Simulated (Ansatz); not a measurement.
# A hypothetical structure for TlAsPb3

Starting from a made-up structure for TlAsPb3, the aim is the relaxed cell, its shortest contacts and, where a second run follows, its electronic structure.

Method: DFT, r2SCAN, plane-wave PAW, files of the set soft_1, scalar-relativistic, no spin, cell and ions relaxed at zero pressure; PAW set soft_1, in the first sound run; inputs show where later runs differ, in Ansatz 0.2.0.

### 1. Starting point

It takes space group Pm-3m (No. 221, cubic). Conventional cell: a = 4.986 Å, b = 4.986 Å, c = 4.986 Å, α = 90.00°, β = 90.00°, γ = 90.00°. Nearest to Pb lie 2 As at 2.49 Å and 4 Tl at 3.53 Å and 8 Pb at 3.53 Å. Nearest to Tl lie 12 Pb at 3.53 Å. Nearest to As lie 6 Pb at 2.49 Å. Farther neighbours are not listed.

### 2. Relaxing cell and atoms

The guess takes its coordinates from another compound and its volume from a rule, so the cell and any free coordinates are relaxed together.

File input.yaml:

```yaml
crystal:
  lattice:
    - [4.986, 0.0, 0.0]
    - [0.0, 4.986, 0.0]
    - [0.0, 0.0, 4.986]
  atoms:
    - { symbol: Pb, position: [0.0, 0.5, 0.5] }
    - { symbol: Pb, position: [0.5, 0.0, 0.5] }
    - { symbol: Pb, position: [0.5, 0.5, 0.0] }
    - { symbol: Tl, position: [0.0, 0.0, 0.0] }
    - { symbol: As, position: [0.5, 0.5, 0.5] }
kpoints:
  mp_grid: { grid: [6, 6, 6] }
scf:
  occupations: { method: fermi_dirac, width: 0.05 }
hamiltonian:
  xc: r2scan
  pseudopotentials: { kind: paw, azcp: { folder: soft_1 } }
relax:
  f_tol: 0.015
  max_steps: 70
  cell: {}
output:
  forces: true
  stress: true
```

Run with:

```
$ ansatz run input.yaml --threads 4 --pin off --max-ram 8192MiB --backend cpu --events-out ev --progress --plain --runs-dir out
```

Numbers of over 12 decimals in the logs are rounded to 6 here.

Log:

```text
Engine: ansatz 0.2.0, aarch64-unknown-linux-gnu
Pseudopotentials: kind: paw
Pseudopotential: Pb, paw, valence charge 14, recommended cutoff 500 eV (meta_gga), soft_1/Pb.paw.azcp
Pseudopotential: Tl, paw, valence charge 13, recommended cutoff 500 eV (meta_gga), soft_1/Tl.paw.azcp
Pseudopotential: As, paw, valence charge 15, recommended cutoff 500 eV (meta_gga), soft_1/As.paw.azcp
Functional definition: r2SCAN
  parameter k0 = 0.174
  parameter k1 = 0.065
  parameter a1 = 4.9479
  exchange = r2scan_x(k0 = k0, k1 = k1, a1 = a1)
  correlation = r2scan_c
Crystal: 5 atoms, lattice volume = 123.953 Å³
Basis set: ecut = 500 eV, 3119 PW (Γ), exchange–correlation on 160×160×160 points (64 copies of the dense FFT grid, shifted against one another)
Bands: 42, of which v1, the nominal top of the filled ones, is band 35 counted from 1 (34 counted from 0)
Symmetry: 48 space group operations
Space group: Pm-3m (ITA 221), of the structure as read, at distance tolerance 5.0e-5 Å
k-points: 20 of 216
Non-local potential: Pb, projectors of the file, l = 0: 2, l = 1: 2, l = 2: 2, l = 3: 1
Non-local potential: Tl, projectors of the file, l = 0: 2, l = 1: 2, l = 2: 2, l = 3: 1
Non-local potential: As, projectors of the file, l = 0: 2, l = 1: 2, l = 2: 3, l = 3: 1
PAW form: soft (Blöchl's): semilocal exchange-correlation on the pseudo side does not see the compensation charge
PAW frozen core: Pb, regenerated for the run's functional (the file was generated under x = pbe(κ = 0.804, μ = 0.219515), c = pbe(β = 0.066725))
PAW frozen core: Tl, regenerated for the run's functional (the file was generated under x = pbe(κ = 0.804, μ = 0.219515), c = pbe(β = 0.066725))
PAW frozen core: As, regenerated for the run's functional (the file was generated under x = pbe(κ = 0.804, μ = 0.219515), c = pbe(β = 0.066725))
PAW one-centre angular grid: Pb, 590 points (default); XC on 160 Gauss nodes
PAW one-centre angular grid: Tl, 590 points (default); XC on 160 Gauss nodes
PAW one-centre angular grid: As, 590 points (default); XC on 160 Gauss nodes
Initial density: superposition of atomic densities (chi_scale 0.1, normalization cell, long waves kept (reshape's long-wave potential 0.01 eV rms))
Initial wavefunctions: pseudopotential atomic-orbital guess
Functional: x = r2scan, c = r2scan; τ floored in thin density (d = 2e-4 eV/Å³)
SCF iter   1: F=—  HF=-52089.991652 eV  |F-HF|=—  |Δ(HF+E_count)|=         —  Δρ=3.17e-2  dr2=2.88e0  dr2_τ=4.32e-2  ethr=3.10e-3  ⟨swp⟩=11.5  Hψ=4715  notcnv=0  defer=1
preconditioner: auto → Kerker (q_TF=auto, 2.480 Å⁻¹)  [metal: Δε(μ)=0.070 eV  Ē_g=15.926 eV  σ=0.050 eV  W_gap=0.33  n_scr=26 (ndim 8)  ℏωp=25.8 eV  f_vac=0.000  D(μ)=1.58/eV (n_scr^D=6)]
SCF iter   2: F=—  HF=-52089.429378 eV  |F-HF|=—  |Δ(HF+E_count)|=   5.62e-1  Δρ=1.89e-2  dr2=1.12e0  dr2_τ=4.32e-3  ethr=3.10e-3  ⟨swp⟩=3.3  Hψ=1507  notcnv=0  defer=30
SCF iter   3: F=—  HF=-52089.099204 eV  |F-HF|=—  |Δ(HF+E_count)|=   3.30e-1  Δρ=5.47e-3  dr2=1.02e-1  dr2_τ=8.79e-4  ethr=1.59e-3  ⟨swp⟩=3.4  Hψ=1640  notcnv=0  defer=30
SCF iter   4: F=—  HF=-52089.059339 eV  |F-HF|=—  |Δ(HF+E_count)|=   3.99e-2  Δρ=2.45e-3  dr2=2.51e-2  dr2_τ=2.46e-4  ethr=1.45e-4  ⟨swp⟩=3.2  Hψ=1928  notcnv=0  defer=29
SCF iter   5: F=—  HF=-52089.053291 eV  |F-HF|=—  |Δ(HF+E_count)|=   6.05e-3  Δρ=9.91e-4  dr2=4.00e-3  dr2_τ=2.80e-5  ethr=3.58e-5  ⟨swp⟩=2.4  Hψ=1620  notcnv=0  defer=29
SCF iter   6: F=—  HF=-52089.052913 eV  |F-HF|=—  |Δ(HF+E_count)|=   3.77e-4  Δρ=3.32e-4  dr2=2.55e-4  dr2_τ=2.38e-6  ethr=5.71e-6  ⟨swp⟩=3.2  Hψ=1491  notcnv=0  defer=29
SCF iter   7: F=—  HF=-52089.052950 eV  |F-HF|=—  |Δ(HF+E_count)|=   3.63e-5  Δρ=7.08e-5  dr2=9.29e-6  dr2_τ=2.23e-7  ethr=3.64e-7  ⟨swp⟩=2.6  Hψ=1143  notcnv=0  defer=29
SCF iter   8: F=—  HF=-52089.052962 eV  |F-HF|=—  |Δ(HF+E_count)|=   1.19e-5  Δρ=2.52e-5  dr2=9.86e-7  dr2_τ=1.13e-8  ethr=1.33e-8  ⟨swp⟩=2.8  Hψ=1594  notcnv=0  defer=29
SCF iter   9: F=-52089.052962 eV  HF=-52089.052962 eV  |F-HF|=2.94e-8  |Δ(HF+E_count)|=   7.15e-7  Δρ=6.44e-6  dr2=6.20e-8  dr2_τ=1.63e-9  ethr=1.43e-10  ⟨swp⟩=4.7  Hψ=3982  notcnv=0
SCF 1 converged in 9 iterations: F = -52089.052962 eV  dr2 = 6.20e-8
  greatest PAW one-centre occupation: 0.999 electrons in one spin orbital (limit 2), on the As atom at site 4 (counted from 0), in its partial waves of l = 2
relax step   1: F+E_penalty+E_count = -52089.05296231 eV  Δ(F+E_penalty+E_count) = +0.000e0 eV  max|allowed force component| = 4.765e-29 eV/Å  Δτ_max = 0.0000 Å  P = +25.352 GPa  Ω = 123.953 Å³  (9 SCF iters, dr2 threshold 1.00e-7 eV, accepted)
Crystal: 5 atoms, lattice volume = 142.979 Å³
Basis set: ecut = 500 eV, 3695 PW (Γ), exchange–correlation on 160×160×160 points (64 copies of the dense FFT grid, shifted against one another)
Initial density: handed on by an earlier stage of this run
Initial wavefunctions: those handed on with the density
iter 1 solved again at ethr=5.66e-5 eV; its pass at ethr=3.10e-3 eV (dr2=3.96e-2 eV) is discarded
SCF iter   1: F=—  HF=-52089.515157 eV  |F-HF|=—  |Δ(HF+E_count)|=         —  Δρ=4.49e-3  dr2=4.04e-2  dr2_τ=5.06e-1  ethr=5.66e-5  ⟨swp⟩=2.1  Hψ=5758  notcnv=0
preconditioner: auto → Kerker (q_TF=auto, 2.422 Å⁻¹)  [metal: Δε(μ)=0.064 eV  Ē_g=15.583 eV  σ=0.050 eV  W_gap=0.31  n_scr=32 (ndim 8)  ℏωp=24.1 eV  f_vac=0.000  D(μ)=3.24/eV (n_scr^D=18)]
SCF iter   2: F=—  HF=-52091.092949 eV  |F-HF|=—  |Δ(HF+E_count)|=    1.58e0  Δρ=3.72e-3  dr2=3.68e-2  dr2_τ=2.81e-4  ethr=5.66e-5  ⟨swp⟩=3.9  Hψ=1890  notcnv=0
SCF iter   3: F=—  HF=-52091.087240 eV  |F-HF|=—  |Δ(HF+E_count)|=   5.71e-3  Δρ=2.05e-3  dr2=1.15e-2  dr2_τ=5.13e-5  ethr=5.25e-5  ⟨swp⟩=2.0  Hψ=1120  notcnv=0  defer=12
SCF iter   4: F=—  HF=-52091.086137 eV  |F-HF|=—  |Δ(HF+E_count)|=   1.10e-3  Δρ=4.37e-4  dr2=5.54e-4  dr2_τ=6.29e-6  ethr=1.65e-5  ⟨swp⟩=2.2  Hψ=1611  notcnv=0  defer=12
SCF iter   5: F=—  HF=-52091.086074 eV  |F-HF|=—  |Δ(HF+E_count)|=   6.37e-5  Δρ=3.30e-4  dr2=3.24e-4  dr2_τ=2.86e-6  ethr=7.92e-7  ⟨swp⟩=2.6  Hψ=1568  notcnv=0  defer=14
SCF iter   6: F=—  HF=-52091.086127 eV  |F-HF|=—  |Δ(HF+E_count)|=   5.30e-5  Δρ=2.24e-4  dr2=1.35e-4  dr2_τ=9.29e-7  ethr=4.63e-7  ⟨swp⟩=2.0  Hψ=1529  notcnv=0  defer=14
SCF iter   7: F=—  HF=-52091.086120 eV  |F-HF|=—  |Δ(HF+E_count)|=   6.18e-6  Δρ=1.31e-4  dr2=4.77e-5  dr2_τ=3.21e-7  ethr=1.93e-7  ⟨swp⟩=2.4  Hψ=1506  notcnv=0  defer=14
SCF iter   8: F=—  HF=-52091.086112 eV  |F-HF|=—  |Δ(HF+E_count)|=   8.00e-6  Δρ=5.63e-5  dr2=7.67e-6  dr2_τ=7.79e-8  ethr=6.81e-8  ⟨swp⟩=2.0  Hψ=1011  notcnv=0  defer=14
[...]
preconditioner: auto → Kerker (q_TF=auto, 2.375 Å⁻¹)  [metal: Δε(μ)=0.010 eV  Ē_g=15.163 eV  σ=0.050 eV  W_gap=0.05  n_scr=32 (ndim 8)  ℏωp=22.7 eV  f_vac=0.000  D(μ)=4.12/eV (n_scr^D=26)]
SCF iter   2: F=—  HF=-52091.838141 eV  |F-HF|=—  |Δ(HF+E_count)|=    1.11e0  Δρ=2.78e-3  dr2=2.53e-2  dr2_τ=1.90e-4  ethr=3.92e-5  ⟨swp⟩=3.7  Hψ=1848  notcnv=0
SCF iter   3: F=—  HF=-52091.834797 eV  |F-HF|=—  |Δ(HF+E_count)|=   3.34e-3  Δρ=1.47e-3  dr2=8.00e-3  dr2_τ=4.33e-5  ethr=3.61e-5  ⟨swp⟩=1.8  Hψ=1002  notcnv=0  defer=2
SCF iter   4: F=—  HF=-52091.834205 eV  |F-HF|=—  |Δ(HF+E_count)|=   5.92e-4  Δρ=5.74e-4  dr2=1.22e-3  dr2_τ=1.12e-5  ethr=1.14e-5  ⟨swp⟩=2.2  Hψ=1279  notcnv=0  defer=2
SCF iter   5: F=—  HF=-52091.834285 eV  |F-HF|=—  |Δ(HF+E_count)|=   8.04e-5  Δρ=4.26e-4  dr2=4.69e-4  dr2_τ=3.25e-6  ethr=1.75e-6  ⟨swp⟩=2.0  Hψ=1498  notcnv=0  defer=2
SCF iter   6: F=—  HF=-52091.834156 eV  |F-HF|=—  |Δ(HF+E_count)|=   1.29e-4  Δρ=3.54e-4  dr2=4.14e-4  dr2_τ=2.53e-6  ethr=6.71e-7  ⟨swp⟩=2.0  Hψ=1173  notcnv=0  defer=2
SCF iter   7: F=—  HF=-52091.834076 eV  |F-HF|=—  |Δ(HF+E_count)|=   8.07e-5  Δρ=1.10e-4  dr2=4.36e-5  dr2_τ=3.00e-7  ethr=5.91e-7  ⟨swp⟩=2.0  Hψ=1518  notcnv=0  defer=2
SCF iter   8: F=—  HF=-52091.834071 eV  |F-HF|=—  |Δ(HF+E_count)|=   4.92e-6  Δρ=3.73e-5  dr2=4.42e-6  dr2_τ=4.26e-8  ethr=6.23e-8  ⟨swp⟩=2.0  Hψ=963  notcnv=0  defer=2
SCF iter   9: F=-52091.834071 eV  HF=-52091.834071 eV  |F-HF|=1.10e-7  |Δ(HF+E_count)|=   5.39e-8  Δρ=5.52e-6  dr2=4.35e-8  dr2_τ=1.10e-9  ethr=7.14e-10  ⟨swp⟩=4.7  Hψ=4211  notcnv=0
SCF 3 converged in 9 iterations: F = -52091.834071 eV  dr2 = 4.35e-8
relax step   3: F+E_penalty+E_count = -52091.83407058 eV  Δ(F+E_penalty+E_count) = -7.480e-1 eV  max|allowed force component| = 1.672e-29 eV/Å  Δτ_max = 0.0000 Å  P = +3.638 GPa  Ω = 160.722 Å³  energy of the carried Pulay correction = -2.372e-3 eV  (9 SCF iters, dr2 threshold 5.00e-7 eV, accepted)
[...]
relax step   4: F+E_penalty+E_count = -52091.99337969 eV  Δ(F+E_penalty+E_count) = -1.593e-1 eV  max|allowed force component| = 1.185e-29 eV/Å  Δτ_max = 0.0000 Å  P = +1.152 GPa  Ω = 171.802 Å³  energy of the carried Pulay correction = -2.973e-3 eV  (8 SCF iters, dr2 threshold 5.00e-7 eV, accepted)
[...]
relax step   5: F+E_penalty+E_count = -52092.01408014 eV  Δ(F+E_penalty+E_count) = -2.070e-2 eV  max|allowed force component| = 5.569e-29 eV/Å  Δτ_max = 0.0000 Å  P = -0.249 GPa  Ω = 179.534 Å³  energy of the carried Pulay correction = -3.367e-3 eV  (8 SCF iters, dr2 threshold 5.00e-7 eV, accepted)
[...]
relax step   6: F+E_penalty+E_count = -52092.01528477 eV  Δ(F+E_penalty+E_count) = -1.205e-3 eV  max|allowed force component| = 6.137e-29 eV/Å  Δτ_max = 0.0000 Å  P = -0.006 GPa  Ω = 178.112 Å³  energy of the carried Pulay correction = -3.296e-3 eV  (7 SCF iters, dr2 threshold 1.54e-7 eV, accepted)
Basis set: ecut = 500 eV, 4553 PW (Γ), exchange–correlation on 180×180×180 points (64 copies of the dense FFT grid, shifted against one another)
Initial wavefunctions: pseudopotential atomic-orbital guess (no wavefunctions were taken with the density)
iter 1 solved again at ethr=1.16e-7 eV; its pass at ethr=3.10e-3 eV (dr2=8.10e-5 eV) is discarded
SCF iter   1: F=—  HF=-52092.022782 eV  |F-HF|=—  |Δ(HF+E_count)|=         —  Δρ=3.97e-4  dr2=5.16e-5  dr2_τ=1.55e-4  ethr=1.16e-7  ⟨swp⟩=3.6  Hψ=6248  notcnv=0
SCF iter   2: F=—  HF=-52092.023042 eV  |F-HF|=—  |Δ(HF+E_count)|=   2.61e-4  Δρ=2.13e-4  dr2=1.43e-5  dr2_τ=7.23e-6  ethr=7.37e-8  ⟨swp⟩=2.0  Hψ=1538  notcnv=0
SCF iter   3: F=—  HF=-52092.023117 eV  |F-HF|=—  |Δ(HF+E_count)|=   7.44e-5  Δρ=3.99e-5  dr2=7.89e-7  dr2_τ=2.32e-7  ethr=2.04e-8  ⟨swp⟩=2.0  Hψ=1438  notcnv=0
SCF iter   4: F=—  HF=-52092.023076 eV  |F-HF|=—  |Δ(HF+E_count)|=   4.07e-5  Δρ=9.06e-6  dr2=1.28e-7  dr2_τ=7.12e-9  ethr=1.13e-9  ⟨swp⟩=2.0  Hψ=1538  notcnv=0
SCF iter   5: F=—  HF=-52092.023076 eV  |F-HF|=—  |Δ(HF+E_count)|=   2.72e-8  Δρ=2.24e-6  dr2=1.01e-8  dr2_τ=9.29e-10  ethr=1.83e-10  ⟨swp⟩=2.0  Hψ=1549  notcnv=0
SCF iter   6: F=—  HF=-52092.023076 eV  |F-HF|=—  |Δ(HF+E_count)|=   1.16e-8  Δρ=5.56e-7  dr2=9.23e-10  dr2_τ=1.34e-11  ethr=1.45e-11  ⟨swp⟩=2.0  Hψ=1545  notcnv=0
SCF iter   7: F=—  HF=-52092.023076 eV  |F-HF|=—  |Δ(HF+E_count)|=  6.11e-10  Δρ=2.06e-7  dr2=7.94e-11  dr2_τ=3.54e-12  ethr=1.32e-12  ⟨swp⟩=2.0  Hψ=1440  notcnv=0
SCF iter   8: F=-52092.023076 eV  HF=-52092.023076 eV  |F-HF|=4.37e-11  |Δ(HF+E_count)|=  7.28e-11  Δρ=7.42e-8  dr2=1.35e-11  dr2_τ=2.28e-13  ethr=1.00e-12  ⟨swp⟩=5.0  Hψ=3118  notcnv=0
SCF 7 converged in 8 iterations: F = -52092.023076 eV  dr2 = 1.35e-11
relax step   7: F+E_penalty+E_count = -52092.02307604 eV  Δ(F+E_penalty+E_count) = -7.791e-3 eV  max|allowed force component| = 8.499e-29 eV/Å  Δτ_max = 0.0000 Å  P = +0.007 GPa  Ω = 178.112 Å³  stress off target by 7.21e-3 GPa  SCF on the basis re-selected at this cell (its energy is not comparable with the rows above)  (8 SCF iters)
basis re-selected at this cell: Δ(F+E_penalty+E_count) = -7.791e-3 eV, ΔP = +0.013 GPa vs the last step (what re-selecting the basis moved, of the pressure what is left beyond the Pulay correction that the steps carried, after the strain that the cell walked since its last selection, with what the two solves' SCF thresholds leave and, on support functions, any second-order correction that the steps lacked; it is no measure of the basis error at this ecutwfc). The dense FFT grid was sized anew with the basis: this SCF ran on 45×45×45 points, the steps before it on 40×40×40, so part of this shift can come from that change (see relax.cell in the input reference). [rest of the remark cut]
SCF converged after 8 iterations
Free energy (F): -52092.023076 eV
Harris-Foulkes:  -52092.023076 eV  (|F-HF|=4.37e-11)
Internal energy: -52091.996670 eV  (E = F + TS)
E sigma→0 (E₀):  -52092.009873 eV
Entropy (-TS):   -0.026406 eV (-5.281 meV/atom)
Fermi energy:    7.741861 eV
--- Per-component energies (eV) ---
  E_band       = -579.907872
  E_kinetic    = 1237.857007
  E_local      = -7254.227973  (includes V_loc(G=0)·N_el)
  E_nonlocal   = 840.906390
  E_hartree    = 3206.814251
  E_xc         = -817.448850
  E_vxc        = -663.321737  (∫ρ·V_xc dr)
  E_paw        = -43497.470046  (= ΣΔE_a)
  E_vpaw       = -1201.824301  (= ΣTr[D̂ρ^β])
  E_aug_tail   = -0.000023  (compensation charges beyond the density's cutoff)
  E_vtau       = 47.074470  (kinetic-family band-sum trace: ∫τ·v_τ [+ j·A + Jᵃ·Aᵃ] dr)
  E_ewald      = -5810.905491
  E_core_change = 2.478065  (= ΣΔE_core)
  E_smearing   = -0.026406  (= −TS)
  E_closure    = 0.000000  (closes the sum)
  Σ components = -52092.023076   (vs F -52092.023076, Δ=0.00e0)
--- Forces (eV/Å), atoms counted from 1 ---
  atom   1  Pb     0.00000000     0.00000000     0.00000000
  atom   2  Pb     0.00000000     0.00000000     0.00000000
  atom   3  Pb    -0.00000000    -0.00000000     0.00000000
  atom   4  Tl     0.00000000     0.00000000     0.00000000
  atom   5  As    -0.00000000     0.00000000     0.00000000
  max |Σ_I F_I| component: 7.68e-29 eV/Å
--- Stress (GPa, compression-positive) ---
        0.007214       0.000000      -0.000000
        0.000000       0.007214      -0.000000
       -0.000000      -0.000000       0.007214
  P = ⅓ Tr σ = 0.0072 GPa (0.072 kbar)
--- Relaxed structure (6 steps of the walk, 6 accepted, 1 SCFs on fresh bases) ---
  F+E_penalty+E_count = -52092.02307604 eV   max|allowed force component| = 8.499e-29 eV/Å   (the final SCF, on the basis selected at the relaxed cell)
  cell:  # Å, volume = 178.1118 Å³
    - [5.626404, 0, 0]
    - [0, 5.626404, 0]
    - [0, 0, 5.626404]
  atoms:
    - { symbol: Pb, position: [0, 0.500000, 0.500000] }
    - { symbol: Pb, position: [0.500000, 0, 0.500000] }
    - { symbol: Pb, position: [0.500000, 0.500000, 0] }
    - { symbol: Tl, position: [0, 0, 0] }
    - { symbol: As, position: [0.500000, 0.500000, 0.500000] }
```

Elapsed: 27 s, on 4 threads of Arm Neoverse V2, shared host; peak memory 0.97 GiB.

Step by step:

```
step  energy less that of the first step (eV)  largest force component (eV/Å)  pressure (GPa)  volume (Å³)
   1                                   0.0000                          0.0000           25.35       123.95
   2                                  -2.0331                          0.0000           10.63       142.98
   3                                  -2.7811                          0.0000            3.64       160.72
   4                                  -2.9404                          0.0000            1.15       171.80
   5                                  -2.9611                          0.0000           -0.25       179.53
   6                                  -2.9623                          0.0000           -0.01       178.11
  7*                                  -2.9701                          0.0000            0.01       178.11
```

Relaxation steps marked * repeat the geometry before them on a plane-wave basis chosen anew for their cell, so energy and pressure can jump there.

The run keeps the 48 symmetry operations that it works with, so distortions that break them were not tested.

```
     cell as run  before  after   change
           a (Å)   4.986  5.626  +12.8 %
           b (Å)   4.986  5.626  +12.8 %
           c (Å)   4.986  5.626  +12.8 %
volume (Å³/atom)   24.79  35.62  +43.7 %
```

Final coordinates:

```xyz
5
Lattice="5.6264 0.0000 0.0000 0.0000 5.6264 0.0000 0.0000 0.0000 5.6264" Properties=species:S:1:pos:R:3 pbc="T T T"
Pb    0.0000    2.8132    2.8132
Pb    2.8132    0.0000    2.8132
Pb    2.8132    2.8132    0.0000
Tl    0.0000    0.0000    0.0000
As    2.8132    2.8132    2.8132
```

This step gave:

```yaml
free_energy: -52092.0231 eV
energy_at_zero_smearing: -52092.0099 eV
smearing_term_ts: 0.02641 eV
fermi_energy: 7.742 eV
electrons: 70
symmetry_operations: 48
pressure: 0.007214 GPa
```

The shortest distance of each pair, which need not be the same contact before and after:

```
 pair  guess (Å)  relaxed (Å)
As–Pb      2.493        2.813
Pb–Pb      3.526        3.978
Pb–Tl      3.526        3.978
As–Tl      4.318        4.873
```

The relaxation ends with a pressure of 0.01 GPa.

[end of part 1 of 2]

[Logs are printed without paths, hosts, clocks, repeated set-up lines and the standing remarks that a program may print on its own settings, such as how far it seeks lower states.]

[Hosts, paths, dates, database ids (printed as entryN), source tags and the programs' standing remarks are cut or masked in the printed files.]
